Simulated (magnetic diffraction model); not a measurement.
# CuH₁₂Br₄N₄: what an assumed order does to the neutron pattern

Space group C2/m (no. 12), a = 11.4730 Å, b = 8.8050 Å, c = 6.3220 Å, β = 110.62°.

```
site  atom       x       y       z
  4i    Br  0.2933       0  0.2182
  4i    Br  0.0865       0  0.7177
  2b    Cu     1/2       0       0
  8j     N  0.4054  0.1624  0.7802
  8j     H  0.4496  0.2559  0.8047
  8j     H  0.3298  0.1774  0.8113
  8j     H  0.3868  0.1299  0.6175
```

The compound is invented for this exercise: a known structure type with other elements, its cell scaled to their sizes and not relaxed.

Only Cu is taken to order (form factors of Cu2+); orders and moment sizes are assumed, and not adapted to the symmetry. Radiation: neutrons of λ = 1.594 Å, 1.5° to 30°; isotropic B of 0.14 Å² (Br), 0.12 Å² (Cu), 0.22 Å² (N) and 0.24 Å² (H). The intensities are simulated: I ∝ L Σ (|F_N|² + |F_M⊥|²) for unpolarised neutrons, with F_M = 2.695 fm/μB × Σ f(s) S exp(2πi Q·r) exp(−B s²) at Q = H ± k (one set where k and −k are equivalent), only the part normal to Q counting and L = 1/(sin²θ cos θ). For a modulated order the moment at position r is S exp(−2πi k·r) + c.c., with S = m/2 for a sine wave of amplitude m and S = m(u + iv)/2 for moments turning in a plane, u and v being orthogonal unit vectors in it; the phase factor of the sum at Q = H + k is then exp(2πi H·r). Form factors are spin-only for 3d ions and dipole or tabulated for f ions, scattering lengths are Sears's of 1992, and absorption is left out. A label names one of the reflections at its angle. The strongest nuclear line in the range is 100, and lines under 0.2 are left out.

Assume the order k = (0 0 0.253), moments turning in the plane of [010] and [001], 0.96 μB on Cu.

Predict the pattern, nuclear and magnetic parts apart.

```
2θ (°)         index  nuclear  magnetic
  3.91   (0 0 0.253)      0.0       2.8
 11.55   (0 0 0.747)      0.0       0.3
 13.13  (1 1 -0.253)      0.0       0.5
 13.45       (1 1 0)      7.8       0.0
 14.82   (1 1 0.253)      0.0       0.5
 15.48       (0 0 1)     21.8       0.0
 15.66  (1 1 -0.747)      0.0       0.3
 16.11  (2 0 -0.253)      0.0       0.3
 17.07       (2 0 0)      8.1       0.0
 18.12      (1 1 -1)     26.2       0.0
 18.59      (2 0 -1)      3.4       0.0
 19.64   (1 1 0.747)      0.0       0.2
 20.86       (0 2 0)     97.6       0.0
 22.75       (1 1 1)     49.2       0.0
 26.08       (0 2 1)     10.3       0.0
 26.94       (2 0 1)     15.5       0.0
 27.07      (3 1 -1)    100.0       0.0
 27.08       (2 2 0)      0.7       0.0
 27.82       (3 1 0)      2.9       0.0
 28.08      (2 2 -1)     10.1       0.0
 29.88      (2 0 -2)      8.8       0.0
```

The strongest magnetic line in the range is (0 0 0.253) at 3.91° (2.8). On top of the Lorentz factor, which all lines share, magnetic lines fade with angle because f falls: for Cu2+ it is 0.93, 0.75, 0.55 and 0.23 at sin θ/λ = 0.1, 0.2, 0.3 and 0.5 Å⁻¹, while nuclear lengths stay constant. The order has no net moment.

[Logs are printed without paths, hosts, clocks, repeated set-up lines and the standing remarks that a program may print on its own settings, such as how far it seeks lower states.]
